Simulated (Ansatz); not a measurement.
# Mo(100) with 4 thermally displaced layers, 2x2: scattering by thermal displacements, part 2 of 2

Aim: the resistivity of Mo at 300 K from frozen thermal displacements between perfect leads. The measured value for the pure metal at this temperature is 5.52 µΩ cm (CRC Handbook of Chemistry and Physics, 84th ed., 2003, Electrical Resistivity of Pure Metals).

Ansatz 0.2.0; Ansatz plane-wave DFT, PBE, PAW files; ballistic transport by layer matching (Landauer), zero bias; PAW set soft_1.

So far, open channels per spin nearest the Fermi level: step 2 (with 4 displaced layers) 6.78.

**3. With 8 displaced layers**

Each atom of 8 layers is moved at random, by amounts drawn from a normal law 0.0488 Å wide in each direction from the Debye model (450 K) at 300 K. A fresh draw is used; the growth of the resistance with length is what counts.

System of this step: Mo(100) with 8 thermally displaced layers, 2x2. The cell holds 72 atoms: 72 Mo. Cell: a = 6.294 Å, b = 6.294 Å, c = 28.323 Å, α = 90.0°, β = 90.0°, γ = 90.0°. It derives from Mo. Regions: lead, 40 atoms (40 Mo); scattering region, 32 atoms (32 Mo). The structure is stacked along c, and the current runs across the ab planes.

input.yaml reads:

```yaml
crystal:
  lattice:
    - [6.294, 0.0, 0.0]
    - [0.0, 6.294, 0.0]
    - [0.0, 0.0, 28.323]
  atoms:
    - { symbol: Mo, position: [0.0, 0.0, 0.0277777778] }
    - { symbol: Mo, position: [0.0, 0.5, 0.0277777778] }
    - { symbol: Mo, position: [0.5, 0.0, 0.0277777778] }
    - { symbol: Mo, position: [0.5, 0.5, 0.0277777778] }
    - { symbol: Mo, position: [0.25, 0.25, 0.0833333333] }
    - { symbol: Mo, position: [0.25, 0.75, 0.0833333333] }
    - { symbol: Mo, position: [0.75, 0.25, 0.0833333333] }
    - { symbol: Mo, position: [0.75, 0.75, 0.0833333333] }
    - { symbol: Mo, position: [0.0, 0.0, 0.1388888889] }
    - { symbol: Mo, position: [0.0, 0.5, 0.1388888889] }
    - { symbol: Mo, position: [0.5, 0.0, 0.1388888889] }
    - { symbol: Mo, position: [0.5, 0.5, 0.1388888889] }
    - { symbol: Mo, position: [0.25, 0.25, 0.1944444444] }
    - { symbol: Mo, position: [0.25, 0.75, 0.1944444444] }
    - { symbol: Mo, position: [0.75, 0.25, 0.1944444444] }
    - { symbol: Mo, position: [0.75, 0.75, 0.1944444444] }
    - { symbol: Mo, position: [0.0, 0.0, 0.25] }
    - { symbol: Mo, position: [0.0, 0.5, 0.25] }
    - { symbol: Mo, position: [0.5, 0.0, 0.25] }
    - { symbol: Mo, position: [0.5, 0.5, 0.25] }
    - { symbol: Mo, position: [0.2473028604, 0.254278259, 0.3049002348] }
    - { symbol: Mo, position: [0.2534055779, 0.7575993947, 0.3046174892] }
    - { symbol: Mo, position: [0.7595529784, 0.2625821585, 0.3074158603] }
    - { symbol: Mo, position: [0.7590418041, 0.7585090818, 0.3094424425] }
    - { symbol: Mo, position: [0.0014419318, 1.61686e-05, 0.3621508846] }
    - { symbol: Mo, position: [0.9929541106, 0.4879502636, 0.3595905053] }
    - { symbol: Mo, position: [0.5028904078, 0.003670006, 0.3584623867] }
    - { symbol: Mo, position: [0.4853878569, 0.4975473296, 0.3607868965] }
    - { symbol: Mo, position: [0.2496182939, 0.2552085124, 0.4187852104] }
    - { symbol: Mo, position: [0.2517913229, 0.7547532833, 0.414778509] }
    - { symbol: Mo, position: [0.7408740577, 0.2518327661, 0.417812564] }
    - { symbol: Mo, position: [0.7556342861, 0.7545985653, 0.4180186036] }
    - { symbol: Mo, position: [0.0062827455, 0.9864063304, 0.4709565004] }
    - { symbol: Mo, position: [0.0035311853, 0.5046290545, 0.4696153336] }
    - { symbol: Mo, position: [0.5091007544, 0.996595488, 0.4718215156] }
    - { symbol: Mo, position: [0.5021243187, 0.5058157623, 0.4697514894] }
    - { symbol: Mo, position: [0.2576798635, 0.2505996522, 0.5264488742] }
    - { symbol: Mo, position: [0.2478643971, 0.7330419972, 0.5266612657] }
    - { symbol: Mo, position: [0.7514112774, 0.2444990992, 0.5272122746] }
    - { symbol: Mo, position: [0.7488613995, 0.7503753449, 0.5295373833] }
    - { symbol: Mo, position: [0.9998068555, 0.9979831368, 0.5842619724] }
    - { symbol: Mo, position: [0.0161106506, 0.4973409214, 0.5842175305] }
    - { symbol: Mo, position: [0.4877630742, 0.010438507, 0.5844701285] }
    - { symbol: Mo, position: [0.5103400238, 0.4995418033, 0.5815354908] }
    - { symbol: Mo, position: [0.2568744644, 0.2558460056, 0.6373940901] }
    - { symbol: Mo, position: [0.2385727882, 0.7534844222, 0.6385934044] }
    - { symbol: Mo, position: [0.7702655043, 0.2452346005, 0.6379776331] }
    - { symbol: Mo, position: [0.7491406772, 0.7370822811, 0.6373560785] }
    - { symbol: Mo, position: [0.0127571681, 0.9989807578, 0.6933955659] }
    - { symbol: Mo, position: [0.9901324589, 0.5045034595, 0.6955793676] }
    - { symbol: Mo, position: [0.5019896045, 0.9969805285, 0.6949712003] }
    - { symbol: Mo, position: [0.5029604158, 0.494717613, 0.6955173627] }
    - { symbol: Mo, position: [0.25, 0.25, 0.75] }
    - { symbol: Mo, position: [0.25, 0.75, 0.75] }
    - { symbol: Mo, position: [0.75, 0.25, 0.75] }
    - { symbol: Mo, position: [0.75, 0.75, 0.75] }
    - { symbol: Mo, position: [0.0, 0.0, 0.8055555556] }
    - { symbol: Mo, position: [0.0, 0.5, 0.8055555556] }
    - { symbol: Mo, position: [0.5, 0.0, 0.8055555556] }
    - { symbol: Mo, position: [0.5, 0.5, 0.8055555556] }
    - { symbol: Mo, position: [0.25, 0.25, 0.8611111111] }
    - { symbol: Mo, position: [0.25, 0.75, 0.8611111111] }
    - { symbol: Mo, position: [0.75, 0.25, 0.8611111111] }
    - { symbol: Mo, position: [0.75, 0.75, 0.8611111111] }
    - { symbol: Mo, position: [0.0, 0.0, 0.9166666667] }
    - { symbol: Mo, position: [0.0, 0.5, 0.9166666667] }
    - { symbol: Mo, position: [0.5, 0.0, 0.9166666667] }
    - { symbol: Mo, position: [0.5, 0.5, 0.9166666667] }
    - { symbol: Mo, position: [0.25, 0.25, 0.9722222222] }
    - { symbol: Mo, position: [0.25, 0.75, 0.9722222222] }
    - { symbol: Mo, position: [0.75, 0.25, 0.9722222222] }
    - { symbol: Mo, position: [0.75, 0.75, 0.9722222222] }
kpoints:
  mp_grid: { grid: [4, 4, 1] }
hamiltonian:
  xc: pbe
  pseudopotentials: { kind: paw, azcp: { folder: soft_1 } }
scf:
  occupations: { method: fermi_dirac, width: 0.1 }
output:
  transmission: { leads: [[0, 4]], kmesh: [8, 8], e_range: [-0.05, 0.05], de: 0.05 }
  write_potential: true
  write_density: true
  volumetric_format: npy
```

Run with:

```bash
$ ansatz run input.yaml --threads 8 --pin off --max-ram 15360MiB --backend cpu --events-out ev --progress --plain --runs-dir out
```

Numbers of over 12 decimals in the logs are rounded to 6 here.

The program printed:

```text
[...]
Crystal: 72 atoms, lattice volume = 1122.000 Å³
Basis set: ecut = 420 eV, 21955 PW (Γ)
Bands: 605, of which v1, the nominal top of the filled ones, is band 504 counted from 1 (503 counted from 0)
Symmetry: 1 space group operations
[...]
k-points: 10 of 16 (time reversal used)
[...]
SCF iter   1: F=—  HF=-356879.307135 eV  |F-HF|=—  |Δ(HF+E_count)|=         —  Δρ=1.06e-1  dr2=1.27e2  ethr=3.10e-3  ⟨swp⟩=4.4  Hψ=21845  notcnv=0
[...]
SCF iter   8: F=-356835.177864 eV  HF=-356835.177864 eV  |F-HF|=2.72e-8  |Δ(HF+E_count)|=   6.98e-9  Δρ=8.73e-7  dr2=3.19e-8  ethr=9.92e-12  ⟨swp⟩=6.9  Hψ=13794  notcnv=0
SCF 1 converged in 8 iterations: F = -356835.177864 eV  dr2 = 3.19e-8
[...]
transmission: 198 of 1938 steps passed
transmission: 396 of 1938 steps passed
[...]
transmission: 1938 of 1938 steps passed
SCF converged after 8 iterations
Free energy (F): -356835.177864 eV
[...]
Internal energy: -356833.523622 eV  (E = F + TS)
E sigma→0 (E₀):  -356834.350743 eV
Entropy (-TS):   -1.654242 eV (-22.976 meV/atom)
Fermi energy:    21.106168 eV
[...]
--- Band table (eV; the first three rows and the last of 10) ---
  k-point 0: bands = [... 500 lower, 20.9413, 20.9620, 20.9687, 20.9890, 21.0158, 21.0280, 21.0550, 21.0705, ... 97 higher]
  k-point 1: bands = [... 500 lower, 21.0487, 21.0685, 21.0918, 21.1027, 21.1211, 21.1381, 21.1548, 21.1638, ... 97 higher]
  k-point 2: bands = [... 500 lower, 20.9968, 21.0248, 21.0343, 21.0470, 21.1711, 21.1808, 21.2900, 21.3111, ... 97 higher]
  k-point 9: bands = [... 500 lower, 20.3635, 20.3702, 20.4086, 20.4110, 21.4208, 21.4222, 21.4390, 21.4696, ... 97 higher]
--- Transmission ---
  basis      : 349 plane waves across, 57 finite elements along
  points     : 34, standing for a mesh of 8 x 8
[...]
channels       : 6.593750e0 a spin
[...]
slowest decay  : 0.0403 /Å at (0.5000, 0.3750)
  junction   : crystal 0 to crystal 0, 0.70 to 27.45 Å
    transmission   : 5.655612e0 a spin
[...]
```

It took 9.5 min on 8 threads of Intel Xeon at 2.70GHz, shared host; peak memory 8.1 GiB; 53 min of CPU time.

This step gave:

```
free energy                                    : -356835.1779 eV
energy at zero smearing                        : -356834.3507 eV
Fermi energy                                   : 21.11 eV
transmission per spin nearest the Fermi level  : 5.656
open channels per spin nearest the Fermi level : 6.594
step of the lead's potential                   : 3.4 meV
```

Per spin. The transmission, zone mean by energy, zero at the Fermi level:

| energy (eV) | transmission, zone mean |
| --- | --- |
| -0.0500 | 5.67 |
| 0.0000 | 5.66 |
| 0.0500 | 5.63 |

Over the solved energies the transmission per spin lies between 5.63 and 5.67, out of 6.59 channels of the lead on average (up to 6.66).

**4. With 12 displaced layers**

Each atom of 12 layers is moved at random, by amounts drawn from a normal law 0.0488 Å wide in each direction from the Debye model (450 K) at 300 K. A fresh draw is used; the growth of the resistance with length is what counts.

System of this step: Mo(100) with 12 thermally displaced layers, 2x2. The cell holds 88 atoms: 88 Mo. Cell: a = 6.294 Å, b = 6.294 Å, c = 34.617 Å, α = 90.0°, β = 90.0°, γ = 90.0°. It derives from Mo. Regions: lead, 40 atoms (40 Mo); scattering region, 48 atoms (48 Mo). The structure is stacked along c, and the current runs across the ab planes.

input.yaml reads:

```yaml
crystal:
  lattice:
    - [6.294, 0.0, 0.0]
    - [0.0, 6.294, 0.0]
    - [0.0, 0.0, 34.617]
  atoms:
    - { symbol: Mo, position: [0.0, 0.0, 0.0227272727] }
    - { symbol: Mo, position: [0.0, 0.5, 0.0227272727] }
    - { symbol: Mo, position: [0.5, 0.0, 0.0227272727] }
    - { symbol: Mo, position: [0.5, 0.5, 0.0227272727] }
    - { symbol: Mo, position: [0.25, 0.25, 0.0681818182] }
    - { symbol: Mo, position: [0.25, 0.75, 0.0681818182] }
    - { symbol: Mo, position: [0.75, 0.25, 0.0681818182] }
    - { symbol: Mo, position: [0.75, 0.75, 0.0681818182] }
    - { symbol: Mo, position: [0.0, 0.0, 0.1136363636] }
    - { symbol: Mo, position: [0.0, 0.5, 0.1136363636] }
    - { symbol: Mo, position: [0.5, 0.0, 0.1136363636] }
    - { symbol: Mo, position: [0.5, 0.5, 0.1136363636] }
    - { symbol: Mo, position: [0.25, 0.25, 0.1590909091] }
    - { symbol: Mo, position: [0.25, 0.75, 0.1590909091] }
    - { symbol: Mo, position: [0.75, 0.25, 0.1590909091] }
    - { symbol: Mo, position: [0.75, 0.75, 0.1590909091] }
    - { symbol: Mo, position: [0.0, 0.0, 0.2045454545] }
    - { symbol: Mo, position: [0.0, 0.5, 0.2045454545] }
    - { symbol: Mo, position: [0.5, 0.0, 0.2045454545] }
    - { symbol: Mo, position: [0.5, 0.5, 0.2045454545] }
    - { symbol: Mo, position: [0.233588806, 0.2399995801, 0.2495713042] }
    - { symbol: Mo, position: [0.2491582507, 0.7409674081, 0.2504636846] }
    - { symbol: Mo, position: [0.7581895191, 0.2534992971, 0.2503167137] }
    - { symbol: Mo, position: [0.7564255736, 0.7531377507, 0.2483885901] }
    - { symbol: Mo, position: [0.9984284879, 0.0100182794, 0.2938500451] }
    - { symbol: Mo, position: [0.0004833068, 0.4969811293, 0.2941878405] }
    - { symbol: Mo, position: [0.4921524401, 0.0007837347, 0.2958993677] }
    - { symbol: Mo, position: [0.5023974061, 0.4887814115, 0.2950472568] }
    - { symbol: Mo, position: [0.2526821336, 0.2573454507, 0.3418577092] }
    - { symbol: Mo, position: [0.2564518101, 0.7585117219, 0.3420712886] }
    - { symbol: Mo, position: [0.7436755517, 0.2504502876, 0.3399031606] }
    - { symbol: Mo, position: [0.7315242276, 0.7369594542, 0.3438556521] }
    - { symbol: Mo, position: [0.9913318846, 0.9826054851, 0.385538666] }
    - { symbol: Mo, position: [0.0117946102, 0.4996512125, 0.3869392655] }
    - { symbol: Mo, position: [0.4979028468, 0.999354299, 0.388150329] }
    - { symbol: Mo, position: [0.5061754028, 0.4993308498, 0.3876213268] }
    - { symbol: Mo, position: [0.2583358461, 0.248299683, 0.4321990117] }
    - { symbol: Mo, position: [0.2519715289, 0.7448152758, 0.4334415752] }
    - { symbol: Mo, position: [0.7487039927, 0.2451940807, 0.4294543581] }
    - { symbol: Mo, position: [0.7401828558, 0.7618344229, 0.4302100451] }
    - { symbol: Mo, position: [0.0033325385, 0.9971516355, 0.4779939897] }
    - { symbol: Mo, position: [0.0046726956, 0.4939774869, 0.476861032] }
    - { symbol: Mo, position: [0.5007708172, 0.0008886755, 0.4772325122] }
    - { symbol: Mo, position: [0.4975696343, 0.5048830336, 0.4791305892] }
    - { symbol: Mo, position: [0.2541933041, 0.2442579064, 0.5232857852] }
    - { symbol: Mo, position: [0.2504740535, 0.7535813719, 0.525329549] }
    - { symbol: Mo, position: [0.7483401238, 0.2499107663, 0.5214766243] }
    - { symbol: Mo, position: [0.747758301, 0.7455844614, 0.5249839437] }
    - { symbol: Mo, position: [0.0023582714, 0.99556299, 0.5709034652] }
    - { symbol: Mo, position: [0.9896961229, 0.5066817733, 0.5696152995] }
    - { symbol: Mo, position: [0.5044527448, 0.9979739492, 0.5679992978] }
    - { symbol: Mo, position: [0.497335439, 0.5060984611, 0.5648967149] }
    - { symbol: Mo, position: [0.2460337196, 0.2511788019, 0.6128165905] }
    - { symbol: Mo, position: [0.2358989049, 0.7481161044, 0.6125711496] }
    - { symbol: Mo, position: [0.7562085731, 0.2608412303, 0.6137342291] }
    - { symbol: Mo, position: [0.734994808, 0.748477923, 0.6123328191] }
    - { symbol: Mo, position: [0.0052911604, 0.0131225366, 0.6595386614] }
    - { symbol: Mo, position: [0.0157897152, 0.5117501092, 0.6600734112] }
    - { symbol: Mo, position: [0.4933260887, 0.0016205784, 0.6572018922] }
    - { symbol: Mo, position: [0.5089291821, 0.5018521175, 0.6612051622] }
    - { symbol: Mo, position: [0.2532602177, 0.2360021889, 0.7056565241] }
    - { symbol: Mo, position: [0.2583359797, 0.7640361107, 0.7033806006] }
    - { symbol: Mo, position: [0.7439823533, 0.2516440128, 0.7032639163] }
    - { symbol: Mo, position: [0.7404440644, 0.7426096439, 0.7083958594] }
    - { symbol: Mo, position: [0.9961255103, 0.9930873095, 0.749531979] }
    - { symbol: Mo, position: [0.0008733302, 0.5108405006, 0.751481207] }
    - { symbol: Mo, position: [0.5069215327, 0.0011417288, 0.7503654429] }
    - { symbol: Mo, position: [0.4958401041, 0.4891056512, 0.7530176974] }
    - { symbol: Mo, position: [0.25, 0.25, 0.7954545455] }
    - { symbol: Mo, position: [0.25, 0.75, 0.7954545455] }
    - { symbol: Mo, position: [0.75, 0.25, 0.7954545455] }
    - { symbol: Mo, position: [0.75, 0.75, 0.7954545455] }
    - { symbol: Mo, position: [0.0, 0.0, 0.8409090909] }
    - { symbol: Mo, position: [0.0, 0.5, 0.8409090909] }
    - { symbol: Mo, position: [0.5, 0.0, 0.8409090909] }
    - { symbol: Mo, position: [0.5, 0.5, 0.8409090909] }
    - { symbol: Mo, position: [0.25, 0.25, 0.8863636364] }
    - { symbol: Mo, position: [0.25, 0.75, 0.8863636364] }
    - { symbol: Mo, position: [0.75, 0.25, 0.8863636364] }
    - { symbol: Mo, position: [0.75, 0.75, 0.8863636364] }
    - { symbol: Mo, position: [0.0, 0.0, 0.9318181818] }
    - { symbol: Mo, position: [0.0, 0.5, 0.9318181818] }
    - { symbol: Mo, position: [0.5, 0.0, 0.9318181818] }
    - { symbol: Mo, position: [0.5, 0.5, 0.9318181818] }
    - { symbol: Mo, position: [0.25, 0.25, 0.9772727273] }
    - { symbol: Mo, position: [0.25, 0.75, 0.9772727273] }
    - { symbol: Mo, position: [0.75, 0.25, 0.9772727273] }
    - { symbol: Mo, position: [0.75, 0.75, 0.9772727273] }
kpoints:
  mp_grid: { grid: [4, 4, 1] }
hamiltonian:
  xc: pbe
  pseudopotentials: { kind: paw, azcp: { folder: soft_1 } }
scf:
  occupations: { method: fermi_dirac, width: 0.1 }
output:
  transmission: { leads: [[0, 4]], kmesh: [8, 8], e_range: [-0.05, 0.05], de: 0.05 }
  write_potential: true
  write_density: true
  volumetric_format: npy
```

The program printed:

```text
[...]
Crystal: 88 atoms, lattice volume = 1371.333 Å³
Basis set: ecut = 420 eV, 26839 PW (Γ)
Bands: 740, of which v1, the nominal top of the filled ones, is band 616 counted from 1 (615 counted from 0)
Symmetry: 1 space group operations
[...]
k-points: 10 of 16 (time reversal used)
[...]
SCF iter   1: F=—  HF=-436184.716033 eV  |F-HF|=—  |Δ(HF+E_count)|=         —  Δρ=1.06e-1  dr2=1.55e2  ethr=3.10e-3  ⟨swp⟩=4.4  Hψ=26252  notcnv=0
[...]
SCF iter   8: F=-436130.722316 eV  HF=-436130.722316 eV  |F-HF|=4.14e-8  |Δ(HF+E_count)|=   3.22e-8  Δρ=1.00e-6  dr2=4.94e-8  ethr=8.12e-12  ⟨swp⟩=7.4  Hψ=19299  notcnv=0
SCF 1 converged in 8 iterations: F = -436130.722316 eV  dr2 = 4.94e-8
[...]
transmission: 230 of 2278 steps passed
transmission: 456 of 2278 steps passed
[...]
transmission: 2278 of 2278 steps passed
SCF converged after 8 iterations
Free energy (F): -436130.722316 eV
[...]
Internal energy: -436128.549954 eV  (E = F + TS)
E sigma→0 (E₀):  -436129.636135 eV
Entropy (-TS):   -2.172362 eV (-24.686 meV/atom)
Fermi energy:    21.129932 eV
[...]
--- Band table (eV; the first three rows and the last of 10) ---
  k-point 0: bands = [... 612 lower, 21.1156, 21.1295, 21.1378, 21.1447, 21.1522, 21.1689, 21.3172, 21.3187, ... 120 higher]
  k-point 1: bands = [... 612 lower, 21.0823, 21.0940, 21.0977, 21.1130, 21.1158, 21.1344, 21.1560, 21.1658, ... 120 higher]
  k-point 2: bands = [... 612 lower, 21.0272, 21.0805, 21.0836, 21.1081, 21.1810, 21.2086, 21.2643, 21.3267, ... 120 higher]
  k-point 9: bands = [... 612 lower, 20.3583, 20.3696, 20.4020, 20.4168, 21.4096, 21.4331, 21.4572, 21.4616, ... 120 higher]
--- Transmission ---
  basis      : 349 plane waves across, 67 finite elements along
  points     : 34, standing for a mesh of 8 x 8
[...]
channels       : 6.593750e0 a spin
[...]
slowest decay  : 0.0448 /Å at (0.3750, 0.5000)
  junction   : crystal 0 to crystal 0, 0.70 to 33.74 Å
    transmission   : 5.025192e0 a spin
[...]
```

Elapsed: 13 min, on 8 threads; peak memory 8.3 GiB; 86 min of CPU time.

Numbers from this step:

- free energy: -436130.7223 eV
- energy at zero smearing: -436129.6361 eV
- Fermi energy: 21.13 eV
- transmission per spin nearest the Fermi level: 5.025
- step of the lead's potential: 3.7 meV

Per spin. Transmission, zone mean against energy, zero at the Fermi level:

| energy (eV) | transmission, zone mean |
| --- | --- |
| -0.0500 | 4.97 |
| 0.0000 | 5.03 |
| 0.0500 | 5.14 |

Over the solved energies the transmission per spin lies between 4.97 and 5.14, out of 6.64 channels of the lead on average (up to 6.78).

**5. Resistance against length**

This step: Ansatz plane-wave DFT, PBE, PAW files; ballistic transport by layer matching (Landauer), zero bias; resistivity from the slope of the area resistance; PAW set soft_1 (Ansatz 0.2.0).

This step gave:

```
resistivity           : 14.98 µΩ cm
intercept             : -0.04672 fΩ m²
scatter about the fit : 0.009077 fΩ m²
```

Resistance, by row:

| run | length (Å) | T | channels N | RA (fΩ m²) |
| --- | --- | --- | --- | --- |
| n4 | 6.294 | 6.292 | 6.74 | 0.054 |
| n8 | 12.59 | 5.653 | 6.594 | 0.129 |
| n12 | 18.88 | 5.046 | 6.635 | 0.2426 |

Table of area resistance by length of the displaced region:

| length of the displaced region (Å) | area resistance (fΩ m²) |
| --- | --- |
| 6.29 | 0.0540 |
| 12.59 | 0.129 |
| 18.88 | 0.243 |

The area resistance goes from 0.054 to 0.24 fΩ m² between 6.3 and 18.9 Å, a slope of 15 µΩ cm.

By hand from the end points: (0.2426 − 0.05400) fΩ m² / (18.88 − 6.29) Å = 15 µΩ cm, since 1 fΩ m² per Å is 1000 µΩ cm.

**6. What came out**

| Item | Value |
| --- | --- |
| resistivity from the slope | 15.0 µΩ cm |
| area resistance over 6.29 Å | 0.0540 fΩ m² |
| area resistance over 12.6 Å | 0.129 fΩ m² |
| area resistance over 18.9 Å | 0.243 fΩ m² |

In words: The slope gives 15 µΩ cm. The points scatter by 0.0091 fΩ m² about the line, with one random draw a length in a 2x2 cell, so the slope is a rough value. The mean square of the displacements drawn is 0.78, 0.91 and 1.0 of the nominal one at the three lengths; with each resistance scaled back by that, the slope is 13 µΩ cm, the value used below. The lead's own channel count moves between the runs (6.74, 6.59 and 6.64), which shifts RA and the slope too. Read with a model of isotropic scattering on a spherical Fermi surface and the lead's 1.3×10¹⁵ S/m², this slope means a mean free path near 47 Å; over these lengths the model's slope is 1.10 times its bulk resistivity, which would be 12 µΩ cm. Uncorrelated displacements put too much weight on short waves, which scatter strongly; with the sideways repeat of a small cell, one draw and three short lengths, the method is good to a factor of two or three. The measured value is 5.52 µΩ cm (CRC Handbook of Chemistry and Physics, 84th ed., 2003, Electrical Resistivity of Pure Metals); the scaled slope is 2.4 times that and the corrected value 2.2: clearly high.

[Logs are printed without paths, hosts, clocks, repeated set-up lines and the standing remarks that a program may print on its own settings, such as how far it seeks lower states.]

[Hosts, paths, dates, database ids (printed as entryN), source tags and the programs' standing remarks are cut or masked in the printed files.]
